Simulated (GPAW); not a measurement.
# O K-edge XANES of TiO2 (Rutile, P4_2/mnm), part 2 of 4

How does the O K edge of TiO2 (Rutile, P4_2/mnm) move when the bonds are compressed or stretched?

GPAW 26.7.0; X-ray absorption from dipole matrix elements to empty bands, plane-wave PAW LDA.

So far. Step 2 (Ground state of the crystal): The mesh shows a gap of 1.80 eV, so the hole is first treated in a charged cell, without the excited electron.

## 4. Spectrum with FCH, O atom 3

The holes are 5.5 Å apart. In GPAW the data set carries the hole's charge, so charge=0 means a charged cell and charge=-1 a neutral one. The excited electron is left out and a uniform background balances the charge. After the field has converged, empty bands are computed with the density fixed and the dipole matrix elements are summed.

The absorber has 2 Ti at 1.95 Å and 1 Ti at 1.98 Å (distorted trigonal planar, site symmetry m2m).

Contents of xas.py:

```python
import numpy as np
from ase import Atoms
from ase.parallel import parprint, paropen
from gpaw import GPAW, PW, FermiDirac, Mixer, MixerDif, setup_paths
from gpaw.test import gen
setup_paths.insert(0, '.')
gen('O', name='fch1s', xcname='LDA', corehole=(1, 0, 1), write_xml=True)
from gpaw.mpi import world
world.barrier()

atoms = Atoms('Ti4O8',
    cell=[[4.5922, 0, 2.9574],
     [0, 4.5922, 2.9574],
     [-4.5922, 0, 2.9574]],
    scaled_positions=[[0.25, 0.5, 0.75],
     [0.75, 0.5, 0.25],
     [0, 0, 0],
     [0.5, 0, 0.5],
     [0.55496, 0.19504, 0.75],
     [0.05496, 0.19504, 0.25],
     [0, 0.69504, 0.30496],
     [0.5, 0.69504, 0.80496],
     [0.94504, 0.80496, 0.75],
     [0.44504, 0.80496, 0.25],
     [0, 0.30496, 0.69504],
     [0.5, 0.30496, 0.19504]],
    pbc=True)
atoms.calc = calc = GPAW(legacy_gpaw=True, mode=PW(500, force_complex_dtype=True), xc='LDA', setups={4: 'fch1s'},
    kpts={'size': (4, 4, 4), 'gamma': True}, occupations=FermiDirac(0.02),
    charge=0, mixer=Mixer(0.1, 5, 50), maxiter=150,
    convergence={'density': 0.0001, 'eigenstates': 1e-6}, txt='scf.txt')
energy = atoms.get_potential_energy() + calc.get_reference_energy()
ef = calc.get_fermi_level()
out = dict(energy=energy, fermi=ef, forces=atoms.get_forces().tolist())
parprint(f'all-electron energy {energy:.4f} eV, Fermi level {ef:.4f} eV')
ev = np.array([[calc.get_eigenvalues(k, s) for k in range(len(calc.get_ibz_k_points()))] for s in range(calc.get_number_of_spins())])
out['homo'], out['lumo'], out['counts'] = ev[ev < ef].max(), ev[ev > ef].min(), sorted(set((ev < ef).sum((0, 2)).tolist()))
out['filled'] = (ev[:, 0] < ef).sum(1).tolist()

from ase.units import Ha
from gpaw.xas import dipole_matrix_elements
nb = int(calc.get_number_of_electrons() / 2) + 97
top, nb = nb, nb + 8 + nb // 12
nscf = calc.fixed_density(kpts={'size': (6, 6, 6), 'gamma': True}, nbands=nb,
    convergence={'bands': top, 'eigenstates': 5e-3}, maxiter=60, txt='nscf.txt')
cell = atoms.cell.array
ops = [cell.T @ U.T @ np.linalg.inv(cell.T) for U in nscf.wfs.kd.symmetry.op_scc]
filled = [48]  # bands filled in the ground state, by spin
E = np.arange(-6, 34, 0.1)
fwhm = np.interp(E, [4, 25], [0.9, 3.5])
Y, X, zero, highest = 0, 0, 1e9, 1e9
for spin in range(nscf.get_number_of_spins()):
    wfs = nscf.wfs
    mine = wfs.bd.get_slice()  # this rank's bands
    A = dipole_matrix_elements(wfs.setups[4])
    eps = np.zeros((wfs.kd.nibzkpts, nb))
    d = np.zeros((3, A.shape[1], wfs.kd.nibzkpts, nb), complex)
    for kpt in wfs.kpt_u:
        if kpt.s == spin and 4 in kpt.P_ani:
            eps[kpt.k, mine] = kpt.eps_n * Ha
            d[:, :, kpt.k, mine] = (kpt.weight * wfs.nspins / 2) ** 0.5 * np.inner(A, kpt.P_ani[4])
    world.sum(eps)
    world.sum(d)
    T = np.einsum('amkn,bmkn->abkn', d, d.conj()).real
    T = sum(np.einsum('ai,ijkn,bj->abkn', R, T, R) for R in ops) / len(ops)
    empty = np.ones_like(eps, bool) & (np.arange(nb) >= filled[spin])
    zero, highest = min(zero, eps[empty].min()), min(highest, eps[:, top - 1].min())
    lines = [(eps, T, empty)] if spin == 0 else lines + [(eps, T, empty)]
for eps, T, empty in lines:
    f = np.einsum('aakn->akn', T).reshape(3, -1)
    x = eps.ravel() - zero
    w = np.interp(x, E, fwhm) / 2.35482
    g = np.exp(-0.5 * ((E[:, None] - x) / w) ** 2) / (w * (2 * np.pi) ** 0.5)
    Y = Y + (f * empty.ravel()) @ g.T
    X = X + (f * ~empty.ravel()) @ g.T
out.update(E=E.round(2).tolist(), xas=Y.tolist(), xes=X.tolist(), zero=zero, valid=highest - zero, nk=len(eps), nb=nb)
for i in range(0, len(E), 10):
    parprint(f'{E[i]:7.2f}', *(f'{v:10.3e}' for v in Y[:, i]))
import json
with paropen('out.json', 'w') as f:
    json.dump(out, f)
```

Command:

```sh
$ OMP_NUM_THREADS=1 mpirun -n 4 gpaw python xas.py
```

Numbers of over 12 decimals in the logs are rounded to 6 here.

What it wrote:

```text
Input parameters:
  convergence: {density: 0.0001,
                eigenstates: 1e-06}
  kpts: {gamma: True,
         size: (4, 4, 4)}
  maxiter: 150
  mixer: {backend: pulay,
          beta: 0.1,
          method: separate,
          nmaxold: 5,
          weight: 50}
  mode: {ecut: 500.0,
         force_complex_dtype: True,
         name: pw}
  occupations: {fixmagmom: False,
                name: fermi-dirac,
                width: 0.02}
  setups: {4: fch1s}

Initialize ...

[... PAW data sets ...]

Reference energy: -108368.394059  # eV

Spin-paired calculation

[... convergence settings ...]
Symmetries present (total): 2
  [... symmetry matrices ...]

64 k-points: 4 x 4 x 4 Monkhorst-Pack grid + [1/8,1/8,1/8]
24 k-points in the irreducible part of the Brillouin zone
       k-points in crystal coordinates                weights
   0:     0.00000000    0.00000000    0.00000000          1/64
   1:     0.00000000    0.25000000    0.25000000          2/64
   2:     0.00000000    0.50000000    0.50000000          1/64
   3:     0.25000000   -0.25000000   -0.25000000          2/64
   4:     0.25000000   -0.25000000    0.25000000          2/64
   5:     0.25000000   -0.25000000    0.50000000          4/64
   6:     0.25000000    0.00000000   -0.25000000          4/64
   7:     0.25000000    0.00000000    0.00000000          2/64
   8:     0.25000000    0.25000000   -0.25000000          2/64
   9:     0.25000000    0.25000000    0.00000000          4/64
          ...
  23:     0.50000000    0.50000000    0.50000000          1/64

Wave functions: Plane wave expansion
  Cutoff energy: 500.000 eV
  Number of coefficients (min, max): 3135, 3206
  Pulay-stress correction: 0.000000 eV/Ang^3 (de/decut=0.000000)
  Using FFTW library
  Wavefunction extrapolation:
    Improved wavefunction reuse through dual PAW basis

Occupation numbers: Fermi-Dirac:
  width: 0.0200  # eV

Eigensolver
   Davidson(niter=2)

Densities:
  Coarse grid: 30*30*30 grid
  Fine grid: 60*60*60 grid
  Total Charge: 1.000000

Density mixing:
  Method: separate
  Backend: pulay
  Linear mixing parameter: 0.1
  old densities: 5
  Width of damping distribution: 1.1
  Damping of long wavelength oscillations: 50

[... Hamiltonian set-up ...]
Number of atoms: 12
Number of atomic orbitals: 84
Number of bands in calculation: 62
Number of valence electrons: 96
Bands to converge: occupied

... initialized

Initializing position-dependent things.

Density initialized from atomic densities
Creating initial wave functions:
  62 bands from LCAO basis set

                   O

              O
                   O
           Ti         Ti
             O
              O
        O          O
               Ti
             O

               Ti

Atomic positions and initial magnetic moments

Positions:
   0 Ti    -2.296100    2.296100    4.436100    ( 0.0000,  0.0000,  0.0000)
   1 Ti     2.296100    2.296100    4.436100    ( 0.0000,  0.0000,  0.0000)
   2 Ti     0.000000    0.000000    0.000000    ( 0.0000,  0.0000,  0.0000)
   3 Ti     0.000000    0.000000    2.957400    ( 0.0000,  0.0000,  0.0000)
   4 O     -0.895663    0.895663    4.436100    ( 0.0000,  0.0000,  0.0000)
   5 O     -0.895663    0.895663    1.478700    ( 0.0000,  0.0000,  0.0000)
   6 O     -1.400437    3.191763    2.957400    ( 0.0000,  0.0000,  0.0000)
   7 O     -1.400437    3.191763    5.914800    ( 0.0000,  0.0000,  0.0000)
   8 O      0.895663    3.696537    7.393500    ( 0.0000,  0.0000,  0.0000)
   9 O      0.895663    3.696537    4.436100    ( 0.0000,  0.0000,  0.0000)
  10 O     -3.191763    1.400437    2.957400    ( 0.0000,  0.0000,  0.0000)
  11 O      1.400437    1.400437    2.957400    ( 0.0000,  0.0000,  0.0000)

Unit cell:
           periodic     x           y           z      points  spacing
  1. axis:    yes    4.592200    0.000000    2.957400    30     0.1458
  2. axis:    yes    0.000000    4.592200    2.957400    30     0.1531
  3. axis:    yes   -4.592200    0.000000    2.957400    30     0.1458

  Lengths:   5.462098   5.462098   5.462098
  Angles:   72.952909 114.436520  72.952909

Effective grid spacing dv^(1/3) = 0.1665

iter:   1  -156.223893
iter:   2  -145.275433   -0.73  -0.93
iter:   3  -136.195623   +0.25  -1.04
iter:   4  -136.227859   -1.01  -1.39
iter:   5  -136.464695   -1.08  -1.38
iter:   6  -135.462227   -0.94  -1.40
iter:   7  -135.920677   -0.82  -1.76
iter:   8  -135.301425   -1.52  -1.79
iter:   9  -135.299286   -2.82  -2.34
iter:  10  -135.297178c  -2.93  -2.44
iter:  11  -135.294046c  -3.53  -2.73
iter:  12  -135.293070c  -3.76  -2.88
iter:  13  -135.292993c  -3.97  -3.02
iter:  14  -135.292446c  -4.32  -3.27
iter:  15  -135.292413c  -5.18  -3.46
iter:  16  -135.292396c  -5.63  -3.62
iter:  17  -135.292390c  -5.95  -4.00
iter:  18  -135.292390c  -6.28c -4.17c

Converged after 18 iterations.

Dipole moment: (-0.211130, -0.185284, 0.050986) |e|*Ang

Energy contributions relative to reference atoms: (reference = -108368.394059)

Kinetic:        +66.498917
Potential:     -109.621283
External:        +0.000000
XC:             -92.948029
Entropy (-ST):   +0.000000
Local:           +0.778005
SIC:             +0.000000
--------------------------
Free energy:   -135.292390
Extrapolated:  -135.292390

Showing only first 2 kpts
 Kpt  Band  Eigenvalues  Occupancy
  0    46      4.88955    2.00000
  0    47      5.28638    2.00000
  0    48      6.96628    0.00000
  0    49      7.33427    0.00000

  1    46      4.59944    2.00000
  1    47      5.04109    2.00000
  1    48      7.40648    0.00000
[...]
Fermi level: 6.09563

Gap: 1.644 eV
Transition (v -> c):
  (s=0, k=0, n=47, [0.00, 0.00, 0.00]) -> (s=0, k=23, n=48, [0.50, 0.50, 0.50])
Direct/indirect transitions are different
Direct gap: 1.680 eV
Transition at: (s=0, k=0, n=47, [0.00, 0.00, 0.00])

Forces in eV/Ang:
  0 Ti   -2.05318    2.05318   -0.00000
  1 Ti    0.15019   -0.15019   -0.00000
  2 Ti    1.47100   -1.47100    2.97802
  3 Ti    1.47101   -1.47101   -2.97803
  4 O    -0.51253    0.51253    0.00008
  5 O     0.20813   -0.20813    0.00003
  6 O     0.18885    0.10519    0.15855
  7 O     0.18885    0.10519   -0.15855
  8 O    -0.28675    0.28675   -0.00003
  9 O    -0.61414    0.61414   -0.00003
 10 O    -0.10519   -0.18885    0.15855
 11 O    -0.10519   -0.18885   -0.15855
Scalar-relativistic atomic LDA calculation for O (Oxygen, Z=8)
Core hole in 1s state (1s occupation: 1.0)
300 radial gridpoints.
|------------------------------------------------|
|------------------------------------------------|
[... the atom generator's iteration count ...]

Energy contributions:
-------------------------
Kinetic:      +54.046737
XC:            -5.876031
Potential:   -102.458324
-------------------------
Total:        -54.287618

state      eigenvalue         ekin         rmax
-----------------------------------------------
1s^1.0 :   -21.731873    30.611423        0.127
2s^2.0 :    -1.594915     4.066245        0.801
2p^4.0 :    -1.067100     3.825706        0.682
-----------------------------------------------
(units: Bohr and Hartree)

Generating PAW setup
Kinetic energy of the core from tauc = 30.636371
Cutoffs:
rc(s)=1.300
rc(p)=1.130
rc(d)=1.170
rc(vbar)=1.300
rc(comp)=1.260
rc(nct)=1.300

Kinetic energy of the core states: 30.611423
Charge: 1.0
Core electrons: 1.0
Valence electrons: 6.0
Pseudo-core charge: 0.000198
Shape function alpha=6.299
Pseudo-electron charge 5.280306
state    eigenvalue         norm
--------------------------------
2s(2) :    -1.594915     1.065643
*s    :    -0.594915
2p(4) :    -1.067100     0.787205
*p    :    -0.067100
*d    :     0.000000
--------------------------------

Diagonalizing with gridspacing h=0.050

state   all-electron     PAW
-------------------------------
2s:      -1.594915    -1.596334
2p:      -1.067100    -1.073375
*d:                   -0.060686
*f:                   -0.013559
-------------------------------
all-electron energy -108503.6864 eV, Fermi level 6.0956 eV
[...]
31.00  3.513e-05  3.513e-05  5.634e-05
  32.00  3.906e-05  3.906e-05  6.155e-05
  33.00  4.631e-05  4.631e-05  7.143e-05
```

Elapsed: 3.4 min, on 4 MPI ranks of Arm Neoverse V1, shared host; peak memory 0.57 GiB; 13 min of CPU time.

The O K spectrum, O atom 3, full core hole (charged cell) (energy from the lowest empty level; intensity scaled to a mean of 1 over the first 20 eV; polarised curves are means over the symmetry-equivalent atoms):

```
E (eV)  isotropic  ε ⊥ c  ε ∥ c
  -2.0       0.00   0.00   0.00
  -1.5       0.00   0.00   0.00
  -1.0       0.00   0.00   0.00
  -0.5       0.04   0.04   0.03
   0.0       0.40   0.46   0.27
   0.5       1.30   1.53   0.84
   1.0       1.76   1.92   1.42
   1.5       1.22   1.38   0.88
   2.0       0.52   0.66   0.25
   2.5       0.28   0.29   0.27
   3.0       0.93   0.68   1.43
   3.5       2.13   1.72   2.96
   4.0       2.34   2.00   3.04
   4.5       1.65   1.52   1.90
   5.0       0.74   0.80   0.63
   5.5       0.25   0.28   0.18
   6.0       0.08   0.09   0.05
   6.5       0.06   0.06   0.06
   7.0       0.12   0.12   0.12
   7.5       0.23   0.24   0.23
   8.0       0.42   0.43   0.39
   8.5       0.70   0.73   0.64
   9.0       1.02   1.04   0.98
   9.5       1.25   1.20   1.33
  10.0       1.30   1.17   1.55
  10.5       1.25   1.08   1.60
  11.0       1.25   1.08   1.60
  11.5       1.37   1.22   1.68
  12.0       1.57   1.44   1.83
  12.5       1.72   1.62   1.93
  13.0       1.76   1.69   1.88
  13.5       1.67   1.67   1.67
  14.0       1.54   1.61   1.39
  14.5       1.43   1.56   1.17
  15.0       1.35   1.52   1.02
  15.5       1.27   1.44   0.92
  16.0       1.12   1.27   0.81
  16.5       0.91   1.04   0.67
  17.0       0.71   0.80   0.54
  17.5       0.55   0.61   0.43
  18.0       0.45   0.48   0.38
  18.5       0.40   0.41   0.37
  19.0       0.39   0.38   0.41
  19.5       0.41   0.38   0.48
  20.0       0.46   0.41   0.57
  20.5       0.52   0.46   0.64
  21.0       0.59   0.54   0.69
  21.5       0.65   0.63   0.69
  22.0       0.72   0.74   0.67
  22.5       0.77   0.84   0.64
  23.0       0.81   0.92   0.61
  23.5       0.84   0.96   0.59
  24.0       0.83   0.96   0.58
  24.5       0.81   0.93   0.58
  25.0       0.78   0.88   0.57
  25.5       0.74   0.82   0.57
  26.0       0.69   0.76   0.57
  26.5       0.65   0.70   0.57
  27.0       0.61   0.63   0.58
  27.5       0.58   0.57   0.60
  28.0       0.56   0.53   0.63
  28.5       0.56   0.50   0.68
  29.0       0.58   0.50   0.74
  29.5       0.61   0.51   0.80
  30.0       0.64   0.53   0.85
  30.5       0.67   0.55   0.89
  31.0       0.70   0.58   0.93
  31.5       0.73   0.61   0.96
  32.0       0.77   0.64   1.01
```

Main maxima below 24 eV (height): 0.9 eV (1.76), 3.8 eV (2.41), 9.9 eV (1.30), 12.9 eV (1.76) and 23.7 eV (0.84). A K edge sees empty p states; the first features are O p mixed into the empty d states of the Ti neighbours, and the broad ones above probably into the cations' higher empty bands. Ti is d⁰ and octahedral here, so the pair, 2.9 eV apart, is its t₂g and e_g bands.

The hole costs E(hole) − E(ground) = 526.75 eV, and the lowest empty level of the hole cell on the spectrum's mesh lies at 6.93 eV, which puts the zero at 533.68 eV. One term is added: -8.83 eV, since the hole is spin-paired here and a spin-polarised one costs that much less in the free atom (computed apart). The photon energy is then 524.85 eV. The functional and the charged cell's background leave an error in such absolute values: in the free atom LDA prices this hole 4.1 eV below PBE (computed apart), and PBE is itself good to a few eV.

## 5. Reference energy of the supercell

The cell changes for the next run, so it gets a reference energy of its own.

The cell differs from the one that the last finished run ended in (a 5.462 → 5.351 Å, b 5.462 → 5.351 Å, c 5.462 → 5.351 Å).

Contents of scf.py:

```python
import numpy as np
from ase import Atoms
from ase.parallel import parprint, paropen
from gpaw import GPAW, PW, FermiDirac, Mixer, MixerDif, setup_paths
from gpaw.test import gen
setup_paths.insert(0, '.')
gen('O', name='nch1s', xcname='LDA', corehole=(1, 0, 0), write_xml=True)
from gpaw.mpi import world
world.barrier()

atoms = Atoms('Ti4O8',
    cell=[[4.49845533, 0, 2.89702796],
     [0, 4.49845533, 2.89702796],
     [-4.49845533, 0, 2.89702796]],
    scaled_positions=[[0.25, 0.5, 0.75],
     [0.75, 0.5, 0.25],
     [0, 0, 0],
     [0.5, 0, 0.5],
     [0.55496, 0.19504, 0.75],
     [0.05496, 0.19504, 0.25],
     [0, 0.69504, 0.30496],
     [0.5, 0.69504, 0.80496],
     [0.94504, 0.80496, 0.75],
     [0.44504, 0.80496, 0.25],
     [0, 0.30496, 0.69504],
     [0.5, 0.30496, 0.19504]],
    pbc=True)
atoms.calc = calc = GPAW(legacy_gpaw=True, mode=PW(500, force_complex_dtype=True), xc='LDA', setups={4: 'nch1s'},
    kpts={'size': (4, 4, 4), 'gamma': True}, occupations=FermiDirac(0.02),
    charge=0, mixer=Mixer(0.1, 5, 50), maxiter=150,
    convergence={'density': 0.0001, 'eigenstates': 1e-6}, txt='scf.txt')
energy = atoms.get_potential_energy() + calc.get_reference_energy()
ef = calc.get_fermi_level()
out = dict(energy=energy, fermi=ef, forces=atoms.get_forces().tolist())
parprint(f'all-electron energy {energy:.4f} eV, Fermi level {ef:.4f} eV')
ev = np.array([[calc.get_eigenvalues(k, s) for k in range(len(calc.get_ibz_k_points()))] for s in range(calc.get_number_of_spins())])
out['homo'], out['lumo'], out['counts'] = ev[ev < ef].max(), ev[ev > ef].min(), sorted(set((ev < ef).sum((0, 2)).tolist()))
out['filled'] = (ev[:, 0] < ef).sum(1).tolist()
import json
with paropen('out.json', 'w') as f:
    json.dump(out, f)
```

Command:

```sh
$ OMP_NUM_THREADS=1 mpirun -n 4 gpaw python scf.py
```

What it wrote:

```text
Input parameters:
  convergence: {density: 0.0001,
                eigenstates: 1e-06}
  kpts: {gamma: True,
         size: (4, 4, 4)}
  maxiter: 150
  mixer: {backend: pulay,
          beta: 0.1,
          method: separate,
          nmaxold: 5,
          weight: 50}
  mode: {ecut: 500.0,
         force_complex_dtype: True,
         name: pw}
  occupations: {fixmagmom: False,
                name: fermi-dirac,
[...]
2s(2) :    -0.872866     1.079797
*s    :     0.127134
2p(4) :    -0.337925     0.876472
*p    :     0.662075
*d    :     0.000000
--------------------------------

Diagonalizing with gridspacing h=0.050

state   all-electron     PAW
-------------------------------
2s:      -0.872866    -0.873954
2p:      -0.337925    -0.341740
*d:                    0.050276
*f:                    0.077289
-------------------------------
all-electron energy -109030.3519 eV, Fermi level 6.7241 eV
[key lines of the parts left out:]
Converged after 20 iterations.
Dipole moment: (-0.000000, -0.000000, -0.000000) |e|*Ang
Free energy:   -111.291104
Fermi level: 6.72407
```

Run time: 48 s. Hardware: 4 MPI ranks; peak memory 0.27 GiB.

Reference energy: -109030.352 eV with the cores included.

## 6. Spectrum with FCH, O atom 3

Shorter bonds are expected to push antibonding states and scattering resonances up, and longer ones down; the cell is scaled to test that.

Changed against the first core-hole run: volume scale from 1 to 0.94.

Changes to xas.py since step 4:

```diff
@@ -11,5 +11,5 @@
 atoms = Atoms('Ti4O8',
-    cell=[[4.5922, 0, 2.9574],
-     [0, 4.5922, 2.9574],
-     [-4.5922, 0, 2.9574]],
+    cell=[[4.49845533, 0, 2.89702796],
+     [0, 4.49845533, 2.89702796],
+     [-4.49845533, 0, 2.89702796]],
     scaled_positions=[[0.25, 0.5, 0.75],
@@ -41,3 +41,3 @@
 from gpaw.xas import dipole_matrix_elements
-nb = int(calc.get_number_of_electrons() / 2) + 97
+nb = int(calc.get_number_of_electrons() / 2) + 93
 top, nb = nb, nb + 8 + nb // 12
```

Command:

```sh
$ OMP_NUM_THREADS=1 mpirun -n 4 gpaw python xas.py
```

What it wrote:

```text
Input parameters:
  convergence: {density: 0.0001,
                eigenstates: 1e-06}
  kpts: {gamma: True,
         size: (4, 4, 4)}
  maxiter: 150
  mixer: {backend: pulay,
          beta: 0.1,
          method: separate,
          nmaxold: 5,
          weight: 50}
  mode: {ecut: 500.0,
         force_complex_dtype: True,
         name: pw}
  occupations: {fixmagmom: False,
                name: fermi-dirac,
[...]
*p    :    -0.067100
*d    :     0.000000
--------------------------------

Diagonalizing with gridspacing h=0.050

state   all-electron     PAW
-------------------------------
2s:      -1.594915    -1.596334
2p:      -1.067100    -1.073375
*d:                   -0.060686
*f:                   -0.013559
-------------------------------
all-electron energy -108504.2914 eV, Fermi level 6.7967 eV
[...]
32.00  3.336e-05  3.336e-05  5.147e-05
  33.00  3.648e-05  3.648e-05  5.491e-05
[key lines of the parts left out:]
Converged after 17 iterations.
Dipole moment: (-0.212839, -0.181573, 0.048452) |e|*Ang
Free energy:   -135.897292
Fermi level: 6.79668
```

It took 3.3 min on 4 MPI ranks; peak memory 0.53 GiB; 13 min of CPU time.

```
E (eV)  first run  this run
  -2.0       0.00      0.00
  -1.0       0.00      0.00
   0.0       0.40      0.35
   1.0       1.76      1.76
   2.0       0.52      0.69
   3.0       0.93      0.31
   4.0       2.34      2.34
   5.0       0.74      1.42
   6.0       0.08      0.23
   7.0       0.12      0.08
   8.0       0.42      0.31
   9.0       1.02      0.86
  10.0       1.30      1.27
  11.0       1.25      1.16
  12.0       1.57      1.39
  13.0       1.76      1.67
  14.0       1.54      1.49
  15.0       1.35      1.25
  16.0       1.12      1.19
  17.0       0.71      1.00
  18.0       0.45      0.65
  19.0       0.39      0.43
  20.0       0.46      0.40
  21.0       0.59      0.49
  22.0       0.72      0.61
  23.0       0.81      0.72
  24.0       0.83      0.81
  25.0       0.78      0.82
  26.0       0.69      0.77
  27.0       0.61      0.69
  28.0       0.56      0.60
  29.0       0.58      0.54
  30.0       0.64      0.55
  31.0       0.70      0.60
  32.0       0.77      0.64
```

Against the first run the r.m.s. difference is 22 %. A shift of +0.2 eV leaves 13 %. The highest intensity below 16 eV goes from 3.8 eV (2.41) to 4.2 eV (2.43).

The photon energy of the zero moves by +0.19 eV.

[end of part 2 of 4]

[Banner, clock and machine lines of the logs are left out without a mark of their own.]

[Logs are printed without paths, hosts, clocks, repeated set-up lines and the standing remarks that a program may print on its own settings, such as how far it seeks lower states.]

[Hosts, paths, dates, database ids (printed as entryN), source tags and the programs' standing remarks are cut or masked in the printed files.]

[Lists of maxima count a maximum above −3 eV only where it reaches 4 % of the highest in the window and stands out from its surroundings by 2 % of it (1.5 % where it reaches 55 %); shoulders and weaker maxima are passed over, and of the rest the first, up to two pre-edge ones and the few strongest are named.]
